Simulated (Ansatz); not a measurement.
# SbH2, from a guessed structure to a relaxed one

Starting from a made-up structure for SbH2, the aim is the relaxed cell, its shortest contacts and, where a second run follows, its electronic structure.

Program: Ansatz 0.2.0. Level of theory: DFT, PBEsol, plane-wave PAW, files of the set soft_1, scalar-relativistic, no spin, cell and ions relaxed at zero pressure; PAW set soft_1. Results are calculated unless marked as measured.

## 1. Starting point

Symmetry: Fm-3m, No. 225, cubic system. The conventional cell has a = 4.997 Å, b = 4.997 Å, c = 4.997 Å, α = 90.00°, β = 90.00°, γ = 90.00°. Nearest to Sb lie 8 H at 2.16 Å. H has 4 Sb at 2.16 Å nearest. Farther neighbours are not listed.

## 2. Relaxing cell and atoms

The guess takes its coordinates from another compound and its volume from a rule, so the cell and any free coordinates are relaxed together.

File input.yaml:

```yaml
crystal:
  lattice:
    - [0.0, 2.4985, 2.4985]
    - [2.4985, 0.0, 2.4985]
    - [2.4985, 2.4985, 0.0]
  atoms:
    - { symbol: Sb, position: [0.0, 0.0, 0.0] }
    - { symbol: H, position: [0.75, 0.75, 0.75] }
    - { symbol: H, position: [0.25, 0.25, 0.25] }
kpoints:
  mp_grid: { grid: [9, 9, 9] }
scf:
  occupations: { method: fermi_dirac, width: 0.05 }
hamiltonian:
  xc: pbesol
  pseudopotentials: { kind: paw, azcp: { folder: soft_1 }, xc_functional: pbe }
relax:
  f_tol: 0.015
  max_steps: 70
  cell: {}
output:
  forces: true
  stress: true
```

Launch:

```console
ansatz run input.yaml --threads 4 --pin off --max-ram 8192MiB --backend cpu --events-out ev --progress --plain --runs-dir out
```

Numbers of over 12 decimals in the logs are rounded to 6 here.

Log:

```text
Engine: ansatz 0.2.0, aarch64-unknown-linux-gnu
Pseudopotentials: kind: paw
Pseudopotential: Sb, paw, valence charge 15, recommended cutoff 420 eV (normal), soft_1/Sb.paw.azcp
Pseudopotential: H, paw, valence charge 1, recommended cutoff 420 eV (normal), soft_1/H.paw.azcp
Functional definition: PBEsol
  exchange = pbesol_x
  correlation = pbesol_c
Crystal: 3 atoms, lattice volume = 31.194 Å³
Basis set: ecut = 420 eV, 609 PW (Γ), exchange–correlation on 48×48×48 points (8 copies of the dense FFT grid, shifted against one another)
Bands: 13, of which v1, the nominal top of the filled ones, is band 9 counted from 1 (8 counted from 0)
Symmetry: 48 space group operations
Space group: Fm-3m (ITA 225), of the structure as read, at distance tolerance 3.1e-5 Å
k-points: 35 of 729
Non-local potential: Sb, projectors of the file, l = 0: 2, l = 1: 2, l = 2: 2, l = 3: 1
Non-local potential: H, projectors of the file, l = 0: 2, l = 1: 1
PAW form: soft (Blöchl's): semilocal exchange-correlation on the pseudo side does not see the compensation charge
PAW frozen core: Sb, regenerated for the run's functional, and the local potential with it (the file was generated under x = pbe(κ = 0.804, μ = 0.219515), c = pbe(β = 0.066725))
PAW one-centre angular grid: Sb, 590 points (default); XC on 64 Gauss nodes
PAW one-centre angular grid: H, 110 points (default); XC on 64 Gauss nodes
Initial density: superposition of atomic densities (chi_scale 0.1, normalization cell, long waves kept (reshape's long-wave potential 0.00 eV rms))
Initial wavefunctions: pseudopotential atomic-orbital guess
Functional: x = pbesol(κ = 0.804, μ = 0.123457), c = pbesol(β = 0.046)
SCF iter   1: F=—  HF=-6437.712135 eV  |F-HF|=—  |Δ(HF+E_count)|=         —  Δρ=4.52e-2  dr2=6.78e-1  ethr=3.10e-3  ⟨swp⟩=6.0  Hψ=2781  notcnv=0
preconditioner: auto → none  [insulator: Δε(μ)=0.121 eV  Ē_g=12.077 eV  σ=0.050 eV  W_gap=0.54  n_scr=8 (ndim 8)  ℏωp=17.6 eV  f_vac=0.000  D(μ)=0.89/eV (n_scr^D=8)  ε∞_Penn≈3.1]
SCF iter   2: F=—  HF=-6437.464339 eV  |F-HF|=—  |Δ(HF+E_count)|=   2.48e-1  Δρ=9.30e-3  dr2=3.10e-2  ethr=3.10e-3  ⟨swp⟩=2.3  Hψ=926  notcnv=0  defer=14
SCF iter   3: F=—  HF=-6437.454696 eV  |F-HF|=—  |Δ(HF+E_count)|=   9.64e-3  Δρ=1.85e-3  dr2=7.34e-4  ethr=1.82e-4  ⟨swp⟩=2.1  Hψ=662  notcnv=0  defer=14
SCF iter   4: F=—  HF=-6437.454823 eV  |F-HF|=—  |Δ(HF+E_count)|=   1.27e-4  Δρ=5.01e-4  dr2=3.85e-5  ethr=4.32e-6  ⟨swp⟩=1.6  Hψ=473  notcnv=0  defer=14
SCF iter   5: F=—  HF=-6437.454840 eV  |F-HF|=—  |Δ(HF+E_count)|=   1.77e-5  Δρ=2.88e-5  dr2=1.15e-7  ethr=2.26e-7  ⟨swp⟩=1.4  Hψ=458  notcnv=0  defer=14
SCF iter   6: F=-6437.454840 eV  HF=-6437.454840 eV  |F-HF|=7.66e-9  |Δ(HF+E_count)|=   2.92e-8  Δρ=4.99e-6  dr2=7.12e-9  ethr=5.88e-10  ⟨swp⟩=4.9  Hψ=1519  notcnv=0
SCF 1 converged in 6 iterations: F = -6437.454840 eV  dr2 = 7.12e-9
  greatest PAW one-centre occupation: 0.996 electrons in one spin orbital (limit 2), on the Sb atom at site 0 (counted from 0), in its partial waves of l = 2
relax step   1: F+E_penalty+E_count = -6437.45484038 eV  Δ(F+E_penalty+E_count) = +0.000e0 eV  max|allowed force component| = 3.036e-18 eV/Å  Δτ_max = 0.0000 Å  P = +10.825 GPa  Ω = 31.194 Å³  (6 SCF iters, dr2 threshold 1.00e-7 eV, accepted)
Crystal: 3 atoms, lattice volume = 35.982 Å³
Basis set: ecut = 420 eV, 725 PW (Γ), exchange–correlation on 48×48×48 points (8 copies of the dense FFT grid, shifted against one another)
Initial density: handed on by an earlier stage of this run
Initial wavefunctions: those handed on with the density
iter 1 solved again at ethr=1.23e-4 eV; its pass at ethr=3.10e-3 eV (dr2=2.10e-2 eV) is discarded
SCF iter   1: F=—  HF=-6437.580360 eV  |F-HF|=—  |Δ(HF+E_count)|=         —  Δρ=7.78e-3  dr2=2.10e-2  ethr=1.23e-4  ⟨swp⟩=1.1  Hψ=3930  notcnv=0
preconditioner: auto → Kerker (q_TF=auto, 2.408 Å⁻¹)  [metal: Δε(μ)=0.023 eV  Ē_g=11.011 eV  σ=0.050 eV  W_gap=0.12  n_scr=14 (ndim 8)  ℏωp=16.4 eV  f_vac=0.001  D(μ)=1.41/eV (n_scr^D=14)]
SCF iter   2: F=—  HF=-6437.575962 eV  |F-HF|=—  |Δ(HF+E_count)|=   4.40e-3  Δρ=4.08e-3  dr2=6.65e-3  ethr=1.23e-4  ⟨swp⟩=1.0  Hψ=455  notcnv=0
SCF iter   3: F=—  HF=-6437.574322 eV  |F-HF|=—  |Δ(HF+E_count)|=   1.64e-3  Δρ=7.98e-4  dr2=3.39e-4  ethr=3.91e-5  ⟨swp⟩=2.0  Hψ=553  notcnv=0
SCF iter   4: F=—  HF=-6437.574393 eV  |F-HF|=—  |Δ(HF+E_count)|=   7.10e-5  Δρ=2.17e-4  dr2=2.46e-5  ethr=1.99e-6  ⟨swp⟩=1.3  Hψ=468  notcnv=0
SCF iter   5: F=—  HF=-6437.574399 eV  |F-HF|=—  |Δ(HF+E_count)|=   6.29e-6  Δρ=8.43e-5  dr2=1.28e-6  ethr=1.45e-7  ⟨swp⟩=2.0  Hψ=745  notcnv=0
SCF iter   6: F=-6437.574401 eV  HF=-6437.574401 eV  |F-HF|=6.56e-8  |Δ(HF+E_count)|=   1.95e-6  Δρ=1.20e-5  dr2=3.32e-8  ethr=1.76e-9  ⟨swp⟩=5.0  Hψ=1420  notcnv=0
SCF 2 converged in 6 iterations: F = -6437.574401 eV  dr2 = 3.32e-8
relax step   2: F+E_penalty+E_count = -6437.57440099 eV  Δ(F+E_penalty+E_count) = -1.196e-1 eV  max|allowed force component| = 3.566e-18 eV/Å  Δτ_max = 0.0000 Å  P = -1.399 GPa  Ω = 35.982 Å³  energy of the carried Pulay correction = -2.677e-3 eV  (6 SCF iters, dr2 threshold 3.00e-7 eV, accepted)
Crystal: 3 atoms, lattice volume = 35.361 Å³
Basis set: ecut = 420 eV, 701 PW (Γ), exchange–correlation on 48×48×48 points (8 copies of the dense FFT grid, shifted against one another)
iter 1 solved again at ethr=1.79e-6 eV; its pass at ethr=3.10e-3 eV (dr2=3.05e-4 eV) is discarded
SCF iter   1: F=—  HF=-6437.577953 eV  |F-HF|=—  |Δ(HF+E_count)|=         —  Δρ=9.61e-4  dr2=3.06e-4  ethr=1.79e-6  ⟨swp⟩=1.6  Hψ=3493  notcnv=0
preconditioner: auto → Kerker (q_TF=auto, 2.415 Å⁻¹)  [metal: Δε(μ)=0.019 eV  Ē_g=11.150 eV  σ=0.050 eV  W_gap=0.10  n_scr=14 (ndim 8)  ℏωp=16.5 eV  f_vac=0.000  D(μ)=1.29/eV (n_scr^D=14)]
SCF iter   2: F=—  HF=-6437.577886 eV  |F-HF|=—  |Δ(HF+E_count)|=   6.65e-5  Δρ=5.10e-4  dr2=9.89e-5  ethr=1.79e-6  ⟨swp⟩=1.0  Hψ=455  notcnv=0
SCF iter   3: F=—  HF=-6437.577866 eV  |F-HF|=—  |Δ(HF+E_count)|=   2.04e-5  Δρ=9.45e-5  dr2=4.36e-6  ethr=5.82e-7  ⟨swp⟩=1.9  Hψ=499  notcnv=0
SCF iter   4: F=—  HF=-6437.577866 eV  |F-HF|=—  |Δ(HF+E_count)|=   6.44e-7  Δρ=2.47e-5  dr2=3.09e-7  ethr=2.57e-8  ⟨swp⟩=1.1  Hψ=469  notcnv=0
SCF iter   5: F=-6437.577866 eV  HF=-6437.577866 eV  |F-HF|=2.48e-8  |Δ(HF+E_count)|=   3.14e-8  Δρ=1.03e-5  dr2=1.87e-8  ethr=1.76e-9  ⟨swp⟩=4.3  Hψ=1339  notcnv=0
SCF 3 converged in 5 iterations: F = -6437.577866 eV  dr2 = 1.87e-8
relax step   3: F+E_penalty+E_count = -6437.57786636 eV  Δ(F+E_penalty+E_count) = -3.465e-3 eV  max|allowed force component| = 6.553e-18 eV/Å  Δτ_max = 0.0000 Å  P = -0.206 GPa  Ω = 35.361 Å³  energy of the carried Pulay correction = -2.352e-3 eV  (5 SCF iters, dr2 threshold 3.00e-7 eV, accepted)
Crystal: 3 atoms, lattice volume = 35.256 Å³
iter 1 solved again at ethr=5.45e-8 eV; its pass at ethr=3.10e-3 eV (dr2=9.26e-6 eV) is discarded
SCF iter   1: F=—  HF=-6437.577989 eV  |F-HF|=—  |Δ(HF+E_count)|=         —  Δρ=1.70e-4  dr2=9.26e-6  ethr=5.45e-8  ⟨swp⟩=2.4  Hψ=3394  notcnv=0
preconditioner: auto → Kerker (q_TF=auto, 2.416 Å⁻¹)  [metal: Δε(μ)=0.020 eV  Ē_g=11.167 eV  σ=0.050 eV  W_gap=0.10  n_scr=14 (ndim 8)  ℏωp=16.5 eV  f_vac=0.000  D(μ)=1.29/eV (n_scr^D=14)]
SCF iter   2: F=—  HF=-6437.577988 eV  |F-HF|=—  |Δ(HF+E_count)|=   6.27e-7  Δρ=9.00e-5  dr2=3.04e-6  ethr=5.45e-8  ⟨swp⟩=1.0  Hψ=455  notcnv=0
SCF iter   3: F=—  HF=-6437.577987 eV  |F-HF|=—  |Δ(HF+E_count)|=   8.22e-7  Δρ=1.72e-5  dr2=1.54e-7  ethr=1.79e-8  ⟨swp⟩=1.9  Hψ=491  notcnv=0
SCF iter   4: F=-6437.577987 eV  HF=-6437.577987 eV  |F-HF|=1.37e-9  |Δ(HF+E_count)|=   2.63e-8  Δρ=3.53e-6  dr2=5.10e-9  ethr=6.22e-10  ⟨swp⟩=4.3  Hψ=1318  notcnv=0
SCF 4 converged in 4 iterations: F = -6437.577987 eV  dr2 = 5.10e-9
relax step   4: F+E_penalty+E_count = -6437.57798733 eV  Δ(F+E_penalty+E_count) = -1.210e-4 eV  max|allowed force component| = 6.312e-18 eV/Å  Δτ_max = 0.0000 Å  P = +0.006 GPa  Ω = 35.256 Å³  energy of the carried Pulay correction = -2.296e-3 eV  (4 SCF iters, dr2 threshold 1.06e-7 eV, accepted)
Basis set: ecut = 420 eV, 701 PW (Γ), exchange–correlation on 50×50×50 points (8 copies of the dense FFT grid, shifted against one another)
Initial wavefunctions: pseudopotential atomic-orbital guess (no wavefunctions were taken with the density)
iter 1 solved again at ethr=1.85e-7 eV; its pass at ethr=3.10e-3 eV (dr2=3.14e-5 eV) is discarded
SCF iter   1: F=—  HF=-6437.580759 eV  |F-HF|=—  |Δ(HF+E_count)|=         —  Δρ=5.40e-4  dr2=5.22e-6  ethr=1.85e-7  ⟨swp⟩=3.5  Hψ=4138  notcnv=0
preconditioner: auto → Kerker (q_TF=auto, 2.416 Å⁻¹)  [metal: Δε(μ)=0.020 eV  Ē_g=11.166 eV  σ=0.050 eV  W_gap=0.10  n_scr=14 (ndim 8)  ℏωp=16.5 eV  f_vac=0.000  D(μ)=1.29/eV (n_scr^D=14)]
SCF iter   2: F=—  HF=-6437.580919 eV  |F-HF|=—  |Δ(HF+E_count)|=   1.60e-4  Δρ=2.76e-4  dr2=1.29e-6  ethr=3.07e-8  ⟨swp⟩=2.7  Hψ=753  notcnv=0
SCF iter   3: F=—  HF=-6437.580971 eV  |F-HF|=—  |Δ(HF+E_count)|=   5.22e-5  Δρ=2.66e-5  dr2=2.19e-8  ethr=7.60e-9  ⟨swp⟩=2.0  Hψ=556  notcnv=0
SCF iter   4: F=—  HF=-6437.580971 eV  |F-HF|=—  |Δ(HF+E_count)|=   3.79e-7  Δρ=2.58e-6  dr2=1.09e-9  ethr=1.29e-10  ⟨swp⟩=2.0  Hψ=569  notcnv=0
SCF iter   5: F=—  HF=-6437.580971 eV  |F-HF|=—  |Δ(HF+E_count)|=   3.52e-9  Δρ=3.08e-7  dr2=3.25e-11  ethr=6.42e-12  ⟨swp⟩=2.6  Hψ=692  notcnv=0
SCF iter   6: F=-6437.580971 eV  HF=-6437.580971 eV  |F-HF|=0.00e0  |Δ(HF+E_count)|=  1.00e-11  Δρ=7.04e-8  dr2=2.80e-12  ethr=1.00e-12  ⟨swp⟩=5.7  Hψ=1634  notcnv=0
SCF 5 converged in 6 iterations: F = -6437.580971 eV  dr2 = 2.80e-12
relax step   5: F+E_penalty+E_count = -6437.58097137 eV  Δ(F+E_penalty+E_count) = -2.984e-3 eV  max|allowed force component| = 5.975e-18 eV/Å  Δτ_max = 0.0000 Å  P = +0.057 GPa  Ω = 35.256 Å³  stress off target by 5.75e-2 GPa  SCF on the basis re-selected at this cell (its energy is not comparable with the rows above)  (6 SCF iters)
basis re-selected at this cell: Δ(F+E_penalty+E_count) = -2.984e-3 eV, ΔP = +0.051 GPa vs the last step (what re-selecting the basis moved, of the pressure what is left beyond the Pulay correction that the steps carried, after the strain that the cell walked since its last selection, with what the two solves' SCF thresholds leave and, on support functions, any second-order correction that the steps lacked; it is no measure of the basis error at this ecutwfc). The dense FFT grid was sized anew with the basis: this SCF ran on 25×25×25 points, the steps before it on 24×24×24, so part of this shift can come from that change (see relax.cell in the input reference). [rest of the remark cut]
Crystal: 3 atoms, lattice volume = 35.284 Å³
iter 1 solved again at ethr=3.57e-9 eV; its pass at ethr=3.10e-3 eV (dr2=6.07e-7 eV) is discarded
SCF iter   1: F=—  HF=-6437.580961 eV  |F-HF|=—  |Δ(HF+E_count)|=         —  Δρ=4.37e-5  dr2=6.33e-7  ethr=3.57e-9  ⟨swp⟩=2.5  Hψ=3408  notcnv=0
preconditioner: auto → Kerker (q_TF=auto, 2.416 Å⁻¹)  [metal: Δε(μ)=0.020 eV  Ē_g=11.161 eV  σ=0.050 eV  W_gap=0.10  n_scr=14 (ndim 8)  ℏωp=16.5 eV  f_vac=0.000  D(μ)=1.29/eV (n_scr^D=14)]
SCF iter   2: F=—  HF=-6437.580961 eV  |F-HF|=—  |Δ(HF+E_count)|=   1.36e-7  Δρ=2.30e-5  dr2=2.02e-7  ethr=3.57e-9  ⟨swp⟩=1.0  Hψ=455  notcnv=0
SCF iter   3: F=—  HF=-6437.580961 eV  |F-HF|=—  |Δ(HF+E_count)|=   5.64e-8  Δρ=4.27e-6  dr2=9.24e-9  ethr=1.19e-9  ⟨swp⟩=1.8  Hψ=488  notcnv=0
SCF iter   4: F=-6437.580961 eV  HF=-6437.580961 eV  |F-HF|=1.36e-10  |Δ(HF+E_count)|=   1.15e-9  Δρ=1.17e-6  dr2=7.02e-10  ethr=4.86e-11  ⟨swp⟩=4.1  Hψ=1312  notcnv=0
SCF 6 converged in 4 iterations: F = -6437.580961 eV  dr2 = 7.02e-10
relax step   6: F+E_penalty+E_count = -6437.58096126 eV  Δ(F+E_penalty+E_count) = +1.011e-5 eV  max|allowed force component| = 6.264e-18 eV/Å  Δτ_max = 0.0000 Å  P = +0.001 GPa  Ω = 35.284 Å³  energy of the carried Pulay correction = -1.520e-5 eV  (4 SCF iters, dr2 threshold 8.25e-9 eV, accepted)
iter 1 solved again at ethr=2.03e-7 eV; its pass at ethr=3.10e-3 eV (dr2=3.46e-5 eV) is discarded
SCF iter   1: F=—  HF=-6437.580992 eV  |F-HF|=—  |Δ(HF+E_count)|=         —  Δρ=3.98e-6  dr2=2.46e-9  ethr=2.03e-7  ⟨swp⟩=3.4  Hψ=4128  notcnv=0
eigensolver tolerance schedule: the retry pair's looser diagonalisation over-reported the residual by 14074.66 of it (diagonalisation noise at 12.03 of the residual, at the tolerance the schedule requests for it); recorded, not acted on — ethr = c·dr2/N_el stays at c = 1.0e-1
SCF iter   2: F=—  HF=-6437.580994 eV  |F-HF|=—  |Δ(HF+E_count)|=   2.02e-6  Δρ=1.64e-6  dr2=3.03e-10  ethr=1.44e-11  ⟨swp⟩=3.1  Hψ=1010  notcnv=0
SCF iter   3: F=—  HF=-6437.580994 eV  |F-HF|=—  |Δ(HF+E_count)|=  3.94e-10  Δρ=9.03e-7  dr2=1.48e-10  ethr=1.78e-12  ⟨swp⟩=1.1  Hψ=463  notcnv=0
SCF iter   4: F=-6437.580994 eV  HF=-6437.580994 eV  |F-HF|=3.64e-12  |Δ(HF+E_count)|=  1.92e-10  Δρ=2.03e-7  dr2=1.44e-11  ethr=1.00e-12  ⟨swp⟩=4.8  Hψ=1893  notcnv=0
SCF 7 converged in 4 iterations: F = -6437.580994 eV  dr2 = 1.44e-11
relax step   7: F+E_penalty+E_count = -6437.58099444 eV  Δ(F+E_penalty+E_count) = -3.318e-5 eV  max|allowed force component| = 4.674e-18 eV/Å  Δτ_max = 0.0000 Å  P = +0.002 GPa  Ω = 35.284 Å³  stress off target by 1.58e-3 GPa  SCF on the basis re-selected at this cell (its energy is not comparable with the rows above)  (4 SCF iters)
basis re-selected at this cell: Δ(F+E_penalty+E_count) = -3.318e-5 eV, ΔP = +0.000 GPa vs the last step (what re-selecting the basis moved, of the pressure what is left beyond the Pulay correction that the steps carried, after the strain that the cell walked since its last selection, with what the two solves' SCF thresholds leave and, on support functions, any second-order correction that the steps lacked; it is no m [...]
SCF converged after 4 iterations
Free energy (F): -6437.580994 eV
Harris-Foulkes:  -6437.580994 eV  (|F-HF|=3.64e-12)
Internal energy: -6437.571349 eV  (E = F + TS)
E sigma→0 (E₀):  -6437.576172 eV
Entropy (-TS):   -0.009646 eV (-3.215 meV/atom)
Fermi energy:    9.416537 eV
--- Per-component energies (eV) ---
  E_band       = -173.930217
  E_kinetic    = 187.656451
  E_local      = -1566.587963  (includes V_loc(G=0)·N_el)
  E_nonlocal   = 391.002644
  E_hartree    = 641.053049
  E_xc         = -116.156178
  E_vxc        = -114.084794  (∫ρ·V_xc dr)
  E_paw        = -4466.097123  (= ΣΔE_a)
  E_vpaw       = -354.021382  (= ΣTr[D̂ρ^β])
  E_aug_tail   = -0.001376  (compensation charges beyond the density's cutoff)
  E_ewald      = -1508.772707
  E_core_change = 0.331855  (= ΣΔE_core)
  E_smearing   = -0.009646  (= −TS)
  E_closure    = 0.000000  (closes the sum)
  Σ components = -6437.580994   (vs F -6437.580994, Δ=0.00e0)
--- Forces (eV/Å), atoms counted from 1 ---
  atom   1  Sb     0.00000000     0.00000000     0.00000000
  atom   2  H      0.00000000     0.00000000     0.00000000
  atom   3  H     -0.00000000    -0.00000000    -0.00000000
  max |Σ_I F_I| component: 3.47e-18 eV/Å
--- Stress (GPa, compression-positive) ---
        0.001584       0.000000       0.000000
        0.000000       0.001584       0.000000
        0.000000       0.000000       0.001584
  P = ⅓ Tr σ = 0.0016 GPa (0.016 kbar)
--- Relaxed structure (5 steps of the walk, 5 accepted, 2 SCFs on fresh bases) ---
  F+E_penalty+E_count = -6437.58099444 eV   max|allowed force component| = 4.674e-18 eV/Å   (the final SCF, on the basis selected at the relaxed cell)
  cell:  # Å, volume = 35.2841 Å³
    - [0, 2.603253, 2.603253]
    - [2.603253, 0, 2.603253]
    - [2.603253, 2.603253, 0]
  atoms:
    - { symbol: Sb, position: [0, 0, 0] }
    - { symbol: H, position: [0.750000, 0.750000, 0.750000] }
    - { symbol: H, position: [0.25, 0.25, 0.25] }
```

Elapsed: 3.1 s, on 4 threads of Arm Neoverse N1, shared host; peak memory 0.34 GiB.

Relaxation path:

| step | energy less that of the first step (eV) | largest force component (eV/Å) | pressure (GPa) | volume (Å³) |
| --- | --- | --- | --- | --- |
| 1 | 0.0000 | 0.0000 | 10.83 | 31.19 |
| 2 | -0.1196 | 0.0000 | -1.40 | 35.98 |
| 3 | -0.1230 | 0.0000 | -0.21 | 35.36 |
| 4 | -0.1231 | 0.0000 | 0.01 | 35.26 |
| 5* | -0.1261 | 0.0000 | 0.06 | 35.26 |
| 6 | -0.1261 | 0.0000 | 0.00 | 35.28 |
| 7* | -0.1262 | 0.0000 | 0.00 | 35.28 |

Relaxation steps marked * repeat the geometry before them on a plane-wave basis chosen anew for their cell, so energy and pressure can jump there.

The run keeps the 48 symmetry operations that it works with, so distortions that break them were not tested.

| conventional cell, symmetrised | before | after | change |
| --- | --- | --- | --- |
| a (Å) | 4.997 | 5.207 | +4.2 % |
| b (Å) | 4.997 | 5.207 | +4.2 % |
| c (Å) | 4.997 | 5.207 | +4.2 % |
| volume (Å³/atom) | 10.40 | 11.76 | +13.1 % |

Final coordinates:

```xyz
3
Lattice="0.0000 2.6033 2.6033 2.6033 0.0000 2.6033 2.6033 2.6033 0.0000" Properties=species:S:1:pos:R:3 pbc="T T T"
Sb    0.0000    0.0000    0.0000
H     3.9049    3.9049    3.9049
H     1.3016    1.3016    1.3016
```

Numbers from this step:

- free energy: -6437.5810 eV
- energy at zero smearing: -6437.5762 eV
- smearing term TS: 0.009646 eV
- Fermi energy: 9.417 eV
- electrons: 17
- symmetry operations: 48
- pressure: 0.001584 GPa

Shortest distances by pair of elements, guess and relaxed (not always the same contact):

| pair | guess (Å) | relaxed (Å) |
| --- | --- | --- |
| H–Sb | 2.164 | 2.254 |
| H–H | 2.498 | 2.603 |
| Sb–Sb | 3.533 | 3.682 |

The relaxation ends with a pressure of 0.00 GPa.

## 3. What came out

| Property | Result |
| --- | --- |
| space group, relaxed | Fm-3m |
| conventional cell | a = 5.207, b = 5.207, c = 5.207 Å; α = 90.0°, β = 90.0°, γ = 90.0° |
| volume per atom | 11.76 Å³ (guess 10.40) |

SbH2 relaxes to Fm-3m with a = 5.207, b = 5.207 and c = 5.207 Å. The guessed volume was 12 % too small. The space group Fm-3m was held in the relaxation, so the end point is a stationary structure within it and may be a saddle against distortions or other arrangements. Mesh and cutoff weren't tested. Spin-orbit coupling is left out, which can matter for elements this heavy. No dispersion term is used, so weakly bound directions may come out too long. Nothing here tests whether the compound is stable against decomposition.

[Logs are printed without paths, hosts, clocks, repeated set-up lines and the standing remarks that a program may print on its own settings, such as how far it seeks lower states.]

[Hosts, paths, dates, database ids (printed as entryN), source tags and the programs' standing remarks are cut or masked in the printed files.]
